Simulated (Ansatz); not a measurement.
# Phonons of NbRu3C (Pm-3m) against volume

Aim: how the phonons of NbRu3C (Pm-3m) shift with volume, and the thermal expansion that follows.

Main program and level: Ansatz 0.2.0; DFT PBEsol, scalar-relativistic, plane waves, PAW; PAW set soft_1.

## Step 1: The structure

Symmetry: Pm-3m, No. 221, cubic system. The conventional cell has a = 4.009 Å, b = 4.009 Å, c = 4.009 Å, α = 90.00°, β = 90.00°, γ = 90.00°. Nearest to Nb lie 12 Ru at 2.83 Å. Nearest to Ru lie 2 C at 2.00 Å and 8 Ru at 2.83 Å and 4 Nb at 2.83 Å. C has 6 Ru at 2.00 Å nearest. Farther neighbours, and contacts between anions beyond the nearest, are not listed.

Coordinates:

```cif
data_structure
_symmetry_space_group_name_H-M 'P 1'
_symmetry_Int_Tables_number 1
_cell_length_a 4.0091
_cell_length_b 4.0091
_cell_length_c 4.0091
_cell_angle_alpha 90.000
_cell_angle_beta 90.000
_cell_angle_gamma 90.000
_cell_volume 64.44
loop_
_atom_site_label
_atom_site_type_symbol
_atom_site_fract_x
_atom_site_fract_y
_atom_site_fract_z
_atom_site_occupancy
Nb1 Nb 0.00000 0.00000 0.00000 1
Ru2 Ru 0.00000 0.50000 0.50000 1
Ru3 Ru 0.50000 0.00000 0.50000 1
Ru4 Ru 0.50000 0.50000 0.00000 1
C5 C 0.50000 0.50000 0.50000 1
```

## Step 2: Response at finite wavevector

Stability and thermal properties need the whole zone. Linear response on a 2×2×2 q mesh gives force constants as far as a supercell of that size would.

Contents of input.yaml:

```yaml
crystal:
  lattice:
    - [4.0090600133, 0.0, 0.0]
    - [0.0, 4.0090600133, 0.0]
    - [0.0, 0.0, 4.0090600133]
  atoms:
    - { symbol: Nb, position: [0.0, 0.0, 0.0] }
    - { symbol: Ru, position: [0.0, 0.5, 0.5] }
    - { symbol: Ru, position: [0.5, 0.0, 0.5] }
    - { symbol: Ru, position: [0.5, 0.5, 0.0] }
    - { symbol: C, position: [0.5, 0.5, 0.5] }
kpoints:
  mp_grid: { grid: [12, 12, 12] }
hamiltonian:
  xc: pbesol
  pseudopotentials: { kind: paw, azcp: { folder: soft_1 }, xc_functional: pbe }
scf:
  occupations: { method: methfessel_paxton, width: 0.2 }
output:
  eigenvalues: true
phonons:
  method: dfpt
  qmesh: [2, 2, 2]
  temperatures: { t_max: 1000, t_step: 50 }
  qpath:
    path:
      - [[0.0, 0.0, 0.0], [0.0, 0.5, 0.0], [0.5, 0.5, 0.0], [0.0, 0.0, 0.0], [0.5, 0.5, 0.5], [0.0, 0.5, 0.0]]
      - [[0.5, 0.5, 0.5], [0.5, 0.5, 0.0]]
    npoints: 10
```

Run with:

```
$ ansatz run input.yaml --threads 4 --pin off --max-ram 10240MiB --backend cpu --events-out ev --progress --plain --runs-dir out
```

Standard output:

```text
Engine: ansatz 0.2.0, aarch64-unknown-linux-gnu
Pseudopotentials: kind: paw
Pseudopotential: Nb, paw, valence charge 13, recommended cutoff 420 eV (normal), soft_1/Nb.paw.azcp
Pseudopotential: Ru, paw, valence charge 16, recommended cutoff 420 eV (normal), soft_1/Ru.paw.azcp
Pseudopotential: C, paw, valence charge 4, recommended cutoff 420 eV (normal), soft_1/C.paw.azcp
Functional definition: PBEsol
  exchange = pbesol_x
  correlation = pbesol_c
Crystal: 5 atoms, lattice volume = 64.436 Å³
Basis set: ecut = 420 eV, 1237 PW (Γ), exchange–correlation on 54×54×54 points (8 copies of the dense FFT grid, shifted against one another)
Bands: 39, of which v1, the nominal top of the filled ones, is band 33 counted from 1 (32 counted from 0)
Symmetry: 48 space group operations
k-points: 84 of 1728
Non-local potential: Nb, projectors of the file, l = 0: 3, l = 1: 2, l = 2: 2, l = 3: 1
Non-local potential: Ru, projectors of the file, l = 0: 3, l = 1: 2, l = 2: 2, l = 3: 1
Non-local potential: C, projectors of the file, l = 0: 2, l = 1: 2, l = 2: 1
PAW form: soft (Blöchl's): semilocal exchange-correlation on the pseudo side does not see the compensation charge
PAW frozen core: Nb, regenerated for the run's functional, and the local potential with it (the file was generated under x = pbe(κ = 0.804, μ = 0.219515), c = pbe(β = 0.066725))
PAW frozen core: Ru, regenerated for the run's functional, and the local potential with it (the file was generated under x = pbe(κ = 0.804, μ = 0.219515), c = pbe(β = 0.066725))
PAW frozen core: C, regenerated for the run's functional, and the local potential with it (the file was generated under x = pbe(κ = 0.804, μ = 0.219515), c = pbe(β = 0.066725))
PAW one-centre angular grid: Nb, 590 points (default); XC on 64 Gauss nodes
PAW one-centre angular grid: Ru, 590 points (default); XC on 64 Gauss nodes
PAW one-centre angular grid: C, 110 points (default); XC on 64 Gauss nodes
Initial density: superposition of atomic densities (chi_scale 0.1, normalization cell, long waves kept (reshape's long-wave potential 0.00 eV rms))
Initial wavefunctions: pseudopotential atomic-orbital guess
Functional: x = pbesol(κ = 0.804, μ = 0.123457), c = pbesol(β = 0.046)
SCF iter   1: F=—  HF=-22197.418463 eV  |F-HF|=—  |Δ(HF+E_count)|=         —  Δρ=1.85e-1  dr2=3.02e1  ethr=3.10e-3  ⟨swp⟩=5.0  Hψ=10833  notcnv=0
preconditioner: auto → Kerker (q_TF=auto, 2.732 Å⁻¹)  [metal: Δε(μ)=0.016 eV  Ē_g=6.024 eV  σ=0.200 eV  W_gap=0.07  n_scr=26 (ndim 8)  ℏωp=26.6 eV  f_vac=0.000  D(μ)=2.79/eV (n_scr^D=26)]
SCF iter   2: F=—  HF=-22192.964589 eV  |F-HF|=—  |Δ(HF+E_count)|=    4.45e0  S|Δr|=    0.00e0  Δρ=7.79e-2  dr2=5.27e0  ethr=3.10e-3  ⟨swp⟩=2.2  Hψ=6864  notcnv=0  defer=32
SCF iter   3: F=—  HF=-22192.112521 eV  |F-HF|=—  |Δ(HF+E_count)|=   8.52e-1  S|Δr|=    0.00e0  Δρ=1.53e-2  dr2=1.34e-1  ethr=3.10e-3  ⟨swp⟩=2.0  Hψ=5226  notcnv=0  defer=25
SCF iter   4: F=—  HF=-22192.107645 eV  |F-HF|=—  |Δ(HF+E_count)|=   4.88e-3  S|Δr|=    0.00e0  Δρ=5.44e-3  dr2=2.59e-2  ethr=2.06e-4  ⟨swp⟩=2.3  Hψ=6359  notcnv=0  defer=11
SCF iter   5: F=—  HF=-22192.104371 eV  |F-HF|=—  |Δ(HF+E_count)|=   3.27e-3  S|Δr|=    0.00e0  Δρ=1.29e-3  dr2=1.43e-3  ethr=3.98e-5  ⟨swp⟩=1.1  Hψ=3276  notcnv=0  defer=11
SCF iter   6: F=—  HF=-22192.104112 eV  |F-HF|=—  |Δ(HF+E_count)|=   2.60e-4  S|Δr|=    0.00e0  Δρ=2.56e-4  dr2=5.41e-5  ethr=2.20e-6  ⟨swp⟩=1.8  Hψ=3685  notcnv=0  defer=11
SCF iter   7: F=—  HF=-22192.104104 eV  |F-HF|=—  |Δ(HF+E_count)|=   8.07e-6  S|Δr|=    0.00e0  Δρ=1.11e-4  dr2=1.14e-5  ethr=8.32e-8  ⟨swp⟩=2.0  Hψ=4608  notcnv=0  defer=11
SCF iter   8: F=—  HF=-22192.104101 eV  |F-HF|=—  |Δ(HF+E_count)|=   2.46e-6  S|Δr|=    0.00e0  Δρ=2.35e-5  dr2=4.61e-7  ethr=1.75e-8  ⟨swp⟩=1.3  Hψ=3295  notcnv=0  defer=11
SCF iter   9: F=—  HF=-22192.104101 eV  |F-HF|=—  |Δ(HF+E_count)|=   5.59e-7  S|Δr|=    0.00e0  Δρ=2.62e-6  dr2=6.06e-9  ethr=7.08e-10  ⟨swp⟩=2.1  Hψ=4125  notcnv=0  defer=11
SCF iter  10: F=—  HF=-22192.104101 eV  |F-HF|=—  |Δ(HF+E_count)|=  8.80e-10  S|Δr|=    0.00e0  Δρ=3.75e-7  dr2=7.36e-11  ethr=9.33e-12  ⟨swp⟩=2.0  Hψ=4372  notcnv=0  defer=11
SCF iter  11: F=-22192.104101 eV  HF=-22192.104101 eV  |F-HF|=7.28e-12  |Δ(HF+E_count)|=  1.46e-11  S|Δr|=    0.00e0  Δρ=7.17e-8  dr2=2.46e-12  ethr=1.00e-12  ⟨swp⟩=6.2  Hψ=13760  notcnv=0
SCF 1 converged in 11 iterations: F = -22192.104101 eV  dr2 = 2.46e-12
  greatest PAW one-centre occupation: 1.000 electrons in one spin orbital (limit 2), on the Ru atom at site 3 (counted from 0), in its partial waves of l = 0
phonons: the bands overlap, so this run is a metal and interpolates without the dipole-dipole term. If the crystal is really an insulator or semiconductor, its LO-TO splitting is missing
NSCF: frozen V_eff on 84 k-points
NSCF: frozen V_eff on 343 k-points
DFPT response loops at q = (0, 0, 0) (fractional): preconditioner auto → Kerker (q_TF=auto, 2.732 Å⁻¹) (partly filled bands, converged f_vac=0.000); β = 1.00, the filter's whole step (`scf.mixing.beta` (0.50) is not read by the response loops under this deck's `scf.mixing.preconditioner`; to damp them name `kerker` or `kerker_dos`, under which they read `scf.mixing.beta`, and type it under 1.00, their step now; both keys bind the ground state too); Broyden in place of MSR1
NSCF: frozen V_eff on 686 k-points
DFPT response loops at q = (0, 0, -0.5) (fractional): mixed as the last ones told, above
NSCF: frozen V_eff on 686 k-points
DFPT response loops at q = (0, -0.5, -0.5) (fractional): mixed as the last ones told, above
NSCF: frozen V_eff on 686 k-points
DFPT response loops at q = (-0.5, -0.5, -0.5) (fractional): mixed as the last ones told, above
SCF converged after 11 iterations
Stability not checked: this state was not tested for a lower state beside it, because cold or Methfessel-Paxton smearing, or corrected tetrahedra, fill the levels in a way that the test cannot read (fill_not_monotonic; see scf.lower_state_search)
Free energy (F): -22192.104101 eV
Harris-Foulkes:  -22192.104101 eV  (|F-HF|=7.28e-12)
Internal energy: -22192.102814 eV  (E = F + TS)
E sigma→0 (E₀):  -22192.103779 eV
Entropy (-TS):   -0.001286 eV (-0.257 meV/atom)
Fermi energy:    21.499911 eV
--- Per-component energies (eV) ---
  E_band       = -271.885368
  E_kinetic    = 1845.534429
  E_local      = -4919.317618  (includes V_loc(G=0)·N_el)
  E_nonlocal   = 1364.116002
  E_hartree    = 1665.392106
  E_xc         = -720.636514
  E_vxc        = -904.080421  (∫ρ·V_xc dr)
  E_paw        = -13443.781891  (= ΣΔE_a)
  E_vpaw       = -988.924048  (= ΣTr[D̂ρ^β])
  E_aug_tail   = 0.002118  (compensation charges beyond the density's cutoff)
  E_ewald      = -7984.381146
  E_core_change = 0.969700  (= ΣΔE_core)
  E_smearing   = -0.001286  (= −TS)
  E_closure    = 0.000000  (closes the sum)
  Σ components = -22192.104101   (vs F -22192.104101, Δ=0.00e0)
--- Band table (eV; the first three rows and the last of 84) ---
  k-point 0: bands = [... 29 lower, 20.0306, 20.0306, 22.1682, 22.2019, 22.2019, 22.2019, 23.4446, 23.4446, ... 2 higher]
  k-point 1: bands = [... 29 lower, 20.0396, 20.2796, 22.0912, 22.2021, 22.2116, 22.2116, 23.3955, 23.4302, ... 2 higher]
  k-point 2: bands = [... 29 lower, 20.0623, 20.4963, 21.8595, 22.2028, 22.2424, 22.2424, 23.2700, 23.3410, ... 2 higher]
  k-point 83: bands = [... 29 lower, 21.6699, 21.6699, 21.6699, 21.9482, 21.9482, 21.9482, 22.7418, 22.7418, ... 2 higher]
--- Phonons (Γ-DFPT): 4 representative perturbations + reference (Σ response iterations 14) ---
  ASR residual: 3.360e-5 → 0.000e0 eV/Å²; symmetrization residual: 3.889e-6 eV/Å²
  ASR residual per site (eV/Å²): 1.20e-5 2.09e-5 2.09e-5 2.09e-5 3.36e-5
  Γ frequencies (cm⁻¹): 0.00 0.00 0.00 70.51 70.51 70.51 94.83 94.83 94.83 140.09 140.09 140.09 568.45 568.45 568.45
--- Phonons (arbitrary-q DFPT): 4 irreducible q on the 2×2×2 mesh ---
  q = [0.0000, 0.0000, 0.0000] (star 1, of the zone-centre solve; hermiticity 4.00e-7, symmetrization 1.10e-12): -0.00 0.00 0.00 70.51 70.51 70.51 94.83 94.83 94.83 140.09 140.09 140.09 568.45 568.45 568.45
  q = [0.0000, 0.0000, -0.5000] (star 3, 9 solved perturbations in 2646 linear systems a pass and spin channel, the states on 343 of 1728 k-point pairs; hermiticity 2.89e-7, symmetrization 8.82e-12): 70.51 70.51 115.77 115.77 136.77 136.77 137.23 153.17 153.17 155.74 189.28 244.32 551.97 551.97 743.28
  q = [0.0000, -0.5000, -0.5000] (star 3, 9 solved perturbations in 2646 linear systems a pass and spin channel, the states on 343 of 1728 k-point pairs; hermiticity 1.89e-7, symmetrization 8.07e-12): 74.97 74.97 77.90 117.03 124.46 124.46 150.07 150.07 156.71 166.55 209.56 317.10 514.49 744.12 744.12
  q = [-0.5000, -0.5000, -0.5000] (star 1, 4 solved perturbations in 931 linear systems a pass and spin channel, the states on 343 of 1728 k-point pairs; hermiticity 1.79e-7, symmetrization 8.34e-12): 51.98 51.98 51.98 87.89 87.89 87.89 123.92 123.92 123.92 219.02 219.02 340.68 763.90 763.90 763.90
  sum rule: each row above includes the acoustic sum rule's correction from the zone centre's row sums; it moved no ω² by more than (0.87 cm⁻¹)²
  mesh force constants: q→R imaginary residual 5.26e-18; ASR residual 3.360e-5 → 0.000e0 eV/Å²; symmetrization residual 1.776e-14 eV/Å²
  interpolated dispersion: 62 rows × 15 modes
  density of states and harmonic sums: on the 16×16×16 q-mesh, interpolated from the force constants of a 2×2×2 supercell (no non-analytic term)
  largest difference from the sums on the solved wave vectors: F 1.77e-2 eV, S 4.99e-5 and C_V 3.22e-5 eV/K
  zero-point energy: 0.224401 eV/cell   skipped modes (ω ≤ 0): 3   left out of the sums: 4.88e-5 of the cell's modes: C_V's classical limit lies that fraction below 3 k_B per atom; for a crystal, a wire or a layer, F and S can be off by more, and a phonons.interpolated_qmesh denser along its periods is the remedy for the sampling
```

Elapsed: 11 min, on 4 threads of Arm Neoverse V1, shared host; peak memory 2.3 GiB; 44 min of CPU time.

Read from the output:

```
volume per atom                                            : 12.89 Å³
gap on the k-mesh                                          : 0 eV
sum-rule residual before enforcement                       : 3.36e-5 eV/Å²
lowest frequency on the path                               : 0 cm⁻¹
point group                                                : m-3m
highest frequency on path, mesh or solved points           : 763.9 cm⁻¹
mean frequency                                             : 241.3 cm⁻¹
Debye temperature (second moment)                          : 597 K
logarithmic mean frequency                                 : 179.2 cm⁻¹
highest optical mode at the zone centre (no LO-TO term)    : 568.5 cm⁻¹
lowest optical zone-centre mode                            : 70.51 cm⁻¹
lowest mode on the q mesh (acoustic modes at Γ apart)      : 51.98 cm⁻¹
zero-point energy per atom                                 : 44.88 meV
heat capacity at 300 K                                     : 21.50 J/(mol atoms K)
vibrational entropy at 300 K                               : 30.77 J/(mol atoms K)
edges of the widest gap between branches, on path and mesh : 340.7, 514.5 cm⁻¹
```

Frequencies (cm⁻¹) solved at each irreducible wavevector; negative means imaginary. Frequencies by wavevector, by row:

| q in reciprocal lattice units | star | mode 1 | mode 2 | mode 3 | mode 4 | mode 13 | mode 14 | mode 15 |
| --- | --- | --- | --- | --- | --- | --- | --- | --- |
| 0 0 0 | 1 | 0 | 0 | 0 | 70.5 | 568.5 | 568.5 | 568.5 |
| 0 0 -0.5 | 3 | 70.5 | 70.5 | 115.8 | 115.8 | 552 | 552 | 743.3 |
| 0 -0.5 -0.5 | 3 | 75 | 75 | 77.9 | 117 | 514.5 | 744.1 | 744.1 |
| -0.5 -0.5 -0.5 | 1 | 52 | 52 | 52 | 87.9 | 763.9 | 763.9 | 763.9 |

Symmetry leaves 4 wavevectors to solve. The lowest mode among them, the acoustic zeros apart, lies at q = (-0.5, -0.5, -0.5) and is real, 52.0 cm⁻¹.

## Step 3: Relaxing at another volume, volume ratio 0.97

The volume is scaled by 0.97 and held; symmetry leaves nothing to relax, so this is a single point. The modes can then be followed against volume.

input.yaml, the sections that differ from step 2:

```yaml
crystal:
  lattice:
    - [3.9685616887, 0.0, 0.0]
    - [0.0, 3.9685616887, 0.0]
    - [0.0, 0.0, 3.9685616887]
  atoms:
    - { symbol: Nb, position: [0.0, 0.0, 0.0] }
    - { symbol: Ru, position: [0.0, 0.5, 0.5] }
    - { symbol: Ru, position: [0.5, 0.0, 0.5] }
    - { symbol: Ru, position: [0.5, 0.5, 0.0] }
    - { symbol: C, position: [0.5, 0.5, 0.5] }
output:
  forces: true
  stress: true
  eigenvalues: true
# kpoints, hamiltonian, scf: as in step 2
# phonons: removed
```

Standard output:

```text
[...]
Crystal: 5 atoms, lattice volume = 62.503 Å³
Basis set: ecut = 420 eV, 1213 PW (Γ), exchange–correlation on 54×54×54 points (8 copies of the dense FFT grid, shifted against one another)
Bands: 39, of which v1, the nominal top of the filled ones, is band 33 counted from 1 (32 counted from 0)
Symmetry: 48 space group operations
[...]
k-points: 84 of 1728
[...]
k-point 0: bands = [... 29 lower, 20.7800, 20.7800, 23.0138, 23.0563, 23.0563, 23.0563, 24.3447, 24.3447, ... 2 higher]
  k-point 1: bands = [... 29 lower, 20.7894, 21.0443, 22.9320, 23.0565, 23.0642, 23.0642, 24.2925, 24.3282, ... 2 higher]
  k-point 2: bands = [... 29 lower, 20.8132, 21.2738, 22.6862, 23.0572, 23.0904, 23.0904, 24.1595, 24.2322, ... 2 higher]
  k-point 83: bands = [... 29 lower, 22.4979, 22.4979, 22.4979, 22.7849, 22.7849, 22.7849, 23.6156, 23.6156, ... 2 higher]
[key lines of the parts left out:]
SCF converged after 9 iterations
Free energy (F): -22192.044904 eV
Fermi energy:    22.304905 eV
P = ⅓ Tr σ = 10.0872 GPa (100.872 kbar)
```

Wall time 3.8 s (4 threads); peak memory 0.47 GiB.

This step gave:

| Item | Value |
| --- | --- |
| pressure | 10.09 GPa |
| volume per atom | 12.50 Å³ |

The run ends at a pressure of 10.09 GPa.

## Step 4: Phonons at the other volume, volume ratio 0.97

The phonons are repeated at this volume on the same meshes, so that differences come from the volume alone.

Edit input.yaml of step 3 so:

```diff
@@ -19,4 +19,11 @@
 output:
-  forces: true
-  stress: true
   eigenvalues: true
+phonons:
+  method: dfpt
+  qmesh: [2, 2, 2]
+  temperatures: { t_max: 1000, t_step: 50 }
+  qpath:
+    path:
+      - [[0.0, 0.0, 0.0], [0.0, 0.5, 0.0], [0.5, 0.5, 0.0], [0.0, 0.0, 0.0], [0.5, 0.5, 0.5], [0.0, 0.5, 0.0]]
+      - [[0.5, 0.5, 0.5], [0.5, 0.5, 0.0]]
+    npoints: 10
```

Standard output:

```text
[...]
Crystal: 5 atoms, lattice volume = 62.503 Å³
Basis set: ecut = 420 eV, 1213 PW (Γ), exchange–correlation on 54×54×54 points (8 copies of the dense FFT grid, shifted against one another)
Bands: 39, of which v1, the nominal top of the filled ones, is band 33 counted from 1 (32 counted from 0)
Symmetry: 48 space group operations
k-points: 84 of 1728
[...]
SCF iter   1: F=—  HF=-22197.313132 eV  |F-HF|=—  |Δ(HF+E_count)|=         —  Δρ=1.87e-1  dr2=2.91e1  ethr=3.10e-3  ⟨swp⟩=5.0  Hψ=10936  notcnv=0
[...]
SCF iter  11: F=-22192.044904 eV  HF=-22192.044904 eV  |F-HF|=7.28e-12  |Δ(HF+E_count)|=  2.18e-11  S|Δr|=    0.00e0  Δρ=6.98e-8  dr2=2.29e-12  ethr=1.00e-12  ⟨swp⟩=5.7  Hψ=14959  notcnv=0
[...]
SCF 1 converged in 11 iterations: F = -22192.044904 eV  dr2 = 2.29e-12
[...]
NSCF: frozen V_eff on 84 k-points
[...]
SCF converged after 11 iterations
[...]
Free energy (F): -22192.044904 eV
[...]
Internal energy: -22192.043625 eV  (E = F + TS)
E sigma→0 (E₀):  -22192.044584 eV
Entropy (-TS):   -0.001279 eV (-0.256 meV/atom)
Fermi energy:    22.304911 eV
[...]
--- Band table (eV; the first three rows and the last of 84) ---
  k-point 0: bands = [... 29 lower, 20.7800, 20.7800, 23.0138, 23.0563, 23.0563, 23.0563, 24.3447, 24.3447, ... 2 higher]
  k-point 1: bands = [... 29 lower, 20.7894, 21.0443, 22.9321, 23.0565, 23.0642, 23.0642, 24.2925, 24.3283, ... 2 higher]
  k-point 2: bands = [... 29 lower, 20.8132, 21.2738, 22.6862, 23.0572, 23.0904, 23.0904, 24.1595, 24.2322, ... 2 higher]
  k-point 83: bands = [... 29 lower, 22.4979, 22.4979, 22.4979, 22.7849, 22.7849, 22.7849, 23.6156, 23.6156, ... 2 higher]
[...]
ASR residual: 4.595e-5 → 0.000e0 eV/Å²; symmetrization residual: 4.005e-6 eV/Å²
  ASR residual per site (eV/Å²): 1.13e-5 4.60e-5 4.60e-5 4.60e-5 1.39e-5
[...]
--- Phonons (arbitrary-q DFPT): 4 irreducible q on the 2×2×2 mesh ---
[...]
interpolated dispersion: 62 rows × 15 modes
[...]
```

Elapsed: 11 min, on 4 threads; peak memory 2.2 GiB; 44 min of CPU time.

This step gave:

| Item | Value |
| --- | --- |
| sum-rule residual before enforcement | 4.60e-5 eV/Å² |
| highest frequency on path, mesh or solved points | 799.8 cm⁻¹ |
| mean frequency | 258.9 cm⁻¹ |
| Debye temperature (second moment) | 634 K |
| logarithmic mean frequency | 195.4 cm⁻¹ |
| highest optical mode at the zone centre (no LO-TO term) | 609.9 cm⁻¹ |
| lowest optical zone-centre mode | 85.37 cm⁻¹ |
| lowest mode on the q mesh (acoustic modes at Γ apart) | 73.85 cm⁻¹ |
| zero-point energy per atom | 48.15 meV |
| heat capacity at 300 K | 21.17 J/(mol atoms K) |
| vibrational entropy at 300 K | 28.84 J/(mol atoms K) |
| edges of the widest gap between branches, on path and mesh | 361, 557.1 cm⁻¹ |

Frequencies (cm⁻¹) solved at each irreducible wavevector; negative means imaginary. Frequencies by wavevector, by row:

| q in reciprocal lattice units | star | mode 1 | mode 2 | mode 3 | mode 4 | mode 13 | mode 14 | mode 15 |
| --- | --- | --- | --- | --- | --- | --- | --- | --- |
| 0 0 0 | 1 | 0 | 0 | 0 | 85.4 | 609.9 | 609.9 | 609.9 |
| 0 0 -0.5 | 3 | 88.9 | 88.9 | 124.2 | 124.2 | 594 | 594 | 777.6 |
| 0 -0.5 -0.5 | 3 | 81.6 | 91.1 | 91.1 | 130.4 | 557.1 | 780.1 | 780.1 |
| -0.5 -0.5 -0.5 | 1 | 73.8 | 73.8 | 73.8 | 92.9 | 799.8 | 799.8 | 799.8 |

The highest optical mode at the zone centre (no LO-TO term) is 609.9 cm⁻¹, +41.5 cm⁻¹ against the base run.

(Part 1 of 2 ends here.)

[Long decimals in the printed logs are rounded to 6 places.]

[Logs are printed without paths, hosts, clocks, repeated set-up lines and the standing remarks that a program may print on its own settings, such as how far it seeks lower states.]

[Hosts, paths, dates, database ids (printed as entryN), source tags and the programs' standing remarks are cut or masked in the printed files.]

[Where the starting crystal was built by hand or by swapping elements, it need not be the compound's stable phase.]
